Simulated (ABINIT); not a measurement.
# AlGaN2 (P3m1): G0W0 in ABINIT against the exchange cutoff, part 2 of 2

Wanted: the cheapest exchange cutoff that holds the gap of AlGaN2 (P3m1).

ABINIT 10.8.3; LDA and many-body steps on it, plane waves. Known limits of the many-body steps: not at the basis limit; exchange with frozen shells missing; no spin-orbit coupling; coarse k mesh.

So far. Step 2 (Screening, 3×3×2 mesh, 30 bands, screening to 106.1 eV): Local fields lower ε∞ by 7 %. On a Γ-centred mesh this coarse the value itself is usually too large, while a short band sum pulls it down.

### 5. 14.4 Ha

Level of this step: G0W0 on LDA, plane waves, norm-conserving pseudopotentials (ABINIT).

The self-energy is evaluated for the states that the input lists, and the levels follow from it, in one-shot runs by the linearised quasiparticle equation.

run.abi

```
acell 3*1.0 Angstrom
rprim 
  3.145282644058 -0.000000000015 0.000000000000
  -1.572641322016 2.723894671844 0.000000000000
  0.000000000000 0.000000000000 5.096893730000
ntypat 3
znucl 13 31 7
natom 4
typat 1 2 3 3
xred 
  0.000000000000 0.000000000000 0.999263770000
  0.666666666667 0.333333333333 0.497174210000
  0.666666666667 0.333333333333 0.111803640000
  0.000000000000 0.000000000000 0.628158390000
pp_dirpath "pseudos"
pseudos "Al.upf, Ga.upf, N.upf"
ecut 36
ngkpt 3 3 2
nshiftk 1
shiftk 0 0 0
kptopt 1
chksymbreak 0
istwfk *1
occopt 1
irdwfk 1
optdriver 4
nband 30
gwcalctyp 0
ecutsigx 14.4
symsigma 1
nkptgw 1
kptgw 
  0.0000000000 0.0000000000 0.0000000000
bdgw 
  12 15
ecuteps 3.9
irdscr 1
ppmodel 1
indata_prefix "in"
outdata_prefix "out"
tmpdata_prefix "tmp"
```

The run is started by

```bash
$ OMP_NUM_THREADS=1 mpirun -n 4 abinit run.abi > log
```

Output:

```text
.Version 10.8.3 of ABINIT. v10.8.2 released Aug 2026.

 Symmetries : space group P3 m 1 (#156); Bravais hP (primitive hexag.)
[... echo of the input left out ...]
== DATASET  1 ==================================================================
-   mpi_nproc: 4, omp_nthreads: 1 (-1 if OMP is not activated)

--- !DatasetInfo
iteration_state: {dtset: 1, }
dimensions: {natom: 4, nkpt: 6, mband: 30, nsppol: 1, nspinor: 1, nspden: 1, mpw: 3066, }
cutoff_energies: {ecut:  36.0, pawecutdg:  -1.0, }
[...]
13   5.381 -17.816 -21.029   4.102   0.795  -0.258 -17.109   0.707   6.089
       14   8.302 -13.907  -9.018  -3.047   0.819  -0.221 -12.398   1.509   9.811
       15  10.864 -12.213  -6.694  -3.502   0.830  -0.204 -10.539   1.675  12.539

== END DATASET(S) ==============================================================
================================================================================

 -outvars: echo values of variables after computation  --------
           etotal      0.0000000000E+00
            nband          30
             nkpt           6
          spgroup         156
 [... the other variables as echoed above ...]

 Calculation completed.
```

Elapsed: 2.8 s, on 4 MPI ranks of Arm Neoverse V2, shared host; peak memory 0.1 GiB; 11 s of CPU time.

Numbers from this step:

| Property | Result |
| --- | --- |
| G0W0 gap on the points computed | 3.722 eV |
| starting gap on the mesh | 2.921 eV |
| k of the valence top | 0, 0, 0 |
| k of the conduction bottom | 0, 0, 0 |
| least direct G0W0 gap on the computed points | 3.722 eV |

The gap on the mesh goes from 2.92 eV to 3.72 eV, a correction of +0.80 eV.

### 6. 25.2 Ha

Edit run.abi of step 5 so:

```diff
@@ -28,3 +28,3 @@
 gwcalctyp 0
-ecutsigx 14.4
+ecutsigx 25.2
 symsigma 1
```

Output:

```text
.Version 10.8.3 of ABINIT. v10.8.2 released Aug 2026.

 Symmetries : space group P3 m 1 (#156); Bravais hP (primitive hexag.)
[... echo of the input left out ...]
== DATASET  1 ==================================================================
-   mpi_nproc: 4, omp_nthreads: 1 (-1 if OMP is not activated)

--- !DatasetInfo
iteration_state: {dtset: 1, }
dimensions: {natom: 4, nkpt: 6, mband: 30, nsppol: 1, nspinor: 1, nspden: 1, mpw: 3066, }
cutoff_energies: {ecut:  36.0, pawecutdg:  -1.0, }
[...]
13   5.381 -17.816 -21.165   4.102   0.795  -0.258 -17.217   0.599   5.980
       14   8.302 -13.907  -9.026  -3.047   0.819  -0.221 -12.405   1.501   9.803
       15  10.864 -12.213  -6.713  -3.502   0.830  -0.204 -10.554   1.659  12.523

== END DATASET(S) ==============================================================
================================================================================

 -outvars: echo values of variables after computation  --------
           etotal      0.0000000000E+00
            nband          30
             nkpt           6
          spgroup         156
 [... the other variables as echoed above ...]

 Calculation completed.
```

Elapsed: 2.7 s, on 4 MPI ranks; peak memory 0.1 GiB; 11 s of CPU time.

Numbers from this step:

```
G0W0 gap on the points computed              : 3.823 eV
starting gap on the mesh                     : 2.921 eV
k of the valence top                         : 0, 0, 0
k of the conduction bottom                   : 0, 0, 0
least direct G0W0 gap on the computed points : 3.823 eV
```

Against the run before, the gap moves by +0.101 eV.

### 7. 36 Ha

Edit run.abi of step 6 so:

```diff
@@ -28,3 +28,3 @@
 gwcalctyp 0
-ecutsigx 25.2
+ecutsigx 36
 symsigma 1
```

Output:

```text
.Version 10.8.3 of ABINIT. v10.8.2 released Aug 2026.

 Symmetries : space group P3 m 1 (#156); Bravais hP (primitive hexag.)
[... echo of the input left out ...]
== DATASET  1 ==================================================================
-   mpi_nproc: 4, omp_nthreads: 1 (-1 if OMP is not activated)

--- !DatasetInfo
iteration_state: {dtset: 1, }
dimensions: {natom: 4, nkpt: 6, mband: 30, nsppol: 1, nspinor: 1, nspden: 1, mpw: 3066, }
cutoff_energies: {ecut:  36.0, pawecutdg:  -1.0, }
[...]
13   5.381 -17.816 -21.198   4.102   0.795  -0.258 -17.243   0.573   5.954
       14   8.302 -13.907  -9.027  -3.047   0.819  -0.221 -12.406   1.501   9.803
       15  10.864 -12.213  -6.717  -3.502   0.830  -0.204 -10.558   1.655  12.519

== END DATASET(S) ==============================================================
================================================================================

 -outvars: echo values of variables after computation  --------
           etotal      0.0000000000E+00
            nband          30
             nkpt           6
          spgroup         156
 [... the other variables as echoed above ...]

 Calculation completed.
```

Run time: 2.8 s. Hardware: 4 MPI ranks; peak memory 0.1 GiB.

This step gave:

| Item | Value |
| --- | --- |
| G0W0 gap on the points computed | 3.849 eV |
| starting gap on the mesh | 2.921 eV |
| k of the valence top | 0, 0, 0 |
| k of the conduction bottom | 0, 0, 0 |
| least direct G0W0 gap on the computed points | 3.849 eV |

Against the run before, the gap moves by +0.026 eV.

### 8. Side by side

Times are wall times on 4 MPI ranks of Arm Neoverse V2, shared host, good to a factor of about two. A run's time includes the screening step that it read.

```csv
run,mesh,bands,screening cutoff (eV),DFT gap (eV),gap on the mesh (eV),direct (eV),ε∞ used,time
3.6 Ha,3×3×2,30,106.1,2.921,3.432,3.432,6.43,6.7 s
7.2 Ha,3×3×2,30,106.1,2.921,3.541,3.541,6.43,6.7 s
14.4 Ha,3×3×2,30,106.1,2.921,3.722,3.722,6.43,6.7 s
25.2 Ha,3×3×2,30,106.1,2.921,3.823,3.823,6.43,6.7 s
36 Ha,3×3×2,30,106.1,2.921,3.849,3.849,6.43,6.8 s
```

### 9. Results

| Property | Result |
| --- | --- |
| 3.6 Ha | 3.432 eV |
| 7.2 Ha | 3.541 eV |
| 14.4 Ha | 3.722 eV |
| 25.2 Ha | 3.823 eV |
| 36 Ha | 3.849 eV |
| known limits | not at the basis limit; exchange with frozen shells missing; no spin-orbit coupling; coarse k mesh |

**Reading.** The setting moved: exchange cutoff. From 3.6 Ha to 36 Ha the gap moves by +0.42 eV. The last step still moves it by +0.026 eV. Bands and screening cutoff are coupled, so a series along one setting does not show full convergence. Below the screening cutoff the correlation part is cut too. Bands and cutoff are finite, so the gap is not at the basis limit. The miss can reach some tenths of an eV and take either sign; the mesh is an error of its own. In the G0W0 runs levels were corrected at 1 k point alone, so a gap called «on the mesh» is the least over those, and an edge elsewhere would be missed. The 3×3×2 mesh is coarse for this cell, which bears on the long-range parts of exchange and screening. The norm-conserving file of at least one element keeps a d shell over frozen s and p shells of the same row. Exchange with those shells is missing from the self-energy, an error of 0.3 to 0.9 eV in cases checked, whose sign depends on which edge lies on those atoms. The many-body steps are scalar-relativistic: spin-orbit coupling is not in them.

[Paths, hosts, dates, memory and timing lines, banners, echoed tables and standing remarks are left out of the program output.]

[Logs are printed without paths, hosts, clocks, repeated set-up lines and the standing remarks that a program may print on its own settings, such as how far it seeks lower states.]

[Runs of the session that timed out or met a known fault of the program may be left out.]

[Hosts, paths, dates, database ids (printed as entryN), source tags and the programs' standing remarks are cut or masked in the printed files.]

[G0W0 gaps are taken among the corrected bands and points alone; a level outside them can change the order at an edge.]

[Where Ansatz stands beside ABINIT at settings called matched, ABINIT's density can come from a denser mesh and the files from another edition; pairs whose starting gaps differed by over 0.03 eV were left out, so agreement reads better than it is.]
